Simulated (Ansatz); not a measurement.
# Direct or indirect: HfSiO4 (I4_1/amd)

```cif
data_structure
_symmetry_space_group_name_H-M 'P 1'
_symmetry_Int_Tables_number 1
_cell_length_a 5.5217
_cell_length_b 5.5217
_cell_length_c 5.5217
_cell_angle_alpha 106.953
_cell_angle_beta 106.953
_cell_angle_gamma 114.635
_cell_volume 128.80
loop_
_atom_site_label
_atom_site_type_symbol
_atom_site_fract_x
_atom_site_fract_y
_atom_site_fract_z
_atom_site_occupancy
Hf1 Hf 0.00000 0.00000 0.00000 1
Hf2 Hf 0.75000 0.25000 0.50000 1
Si1 Si 0.50000 0.50000 0.00000 1
Si2 Si 0.25000 0.75000 0.50000 1
O1 O 0.68020 0.49570 0.81550 1
O2 O 0.24570 0.93020 0.31550 1
O3 O 0.68020 0.86470 0.18450 1
O4 O 0.61470 0.93020 0.68450 1
O5 O 0.06980 0.38530 0.31550 1
O6 O 0.50430 0.31980 0.18450 1
O7 O 0.06980 0.75430 0.68450 1
O8 O 0.13530 0.31980 0.81550 1
```

Method: Ansatz, PBE, independent particles, without spin-orbit coupling, line width 0.15 eV (Gaussian). The band structure gives a fundamental gap of 5.46 eV. The spectrum of vertical transitions near the edge:

```tsv
E (eV)	Im ε, E ∥ xy	Im ε, E ∥ z
4.98	0.00	0.00
5.10	0.00	0.00
5.22	0.00	0.00
5.34	0.00	0.00
5.46	0.00	0.00
5.58	0.03	0.01
5.70	0.27	0.06
5.82	1.32	0.35
5.94	3.18	0.96
6.06	4.46	1.68
6.18	4.53	2.12
6.30	4.19	2.21
6.42	4.08	2.25
6.54	3.86	2.40
6.66	3.12	2.53
6.78	2.57	3.08
6.90	2.44	3.93
7.02	2.61	4.72
```

Problem. Is the gap direct or indirect, and about where do vertical transitions set in?

Solution. Indirect, by the band path, whose least direct gap is 5.84 eV. The curves fit this: they stay near zero above 5.46 eV and rise only from about 5.8 eV, though a forbidden direct transition would look alike. Lines are broadened by 0.15 eV, which spreads the edge, and phonons, which would give weak absorption from the fundamental gap up, are left out.

[Logs are printed without paths, hosts, clocks, repeated set-up lines and the standing remarks that a program may print on its own settings, such as how far it seeks lower states.]
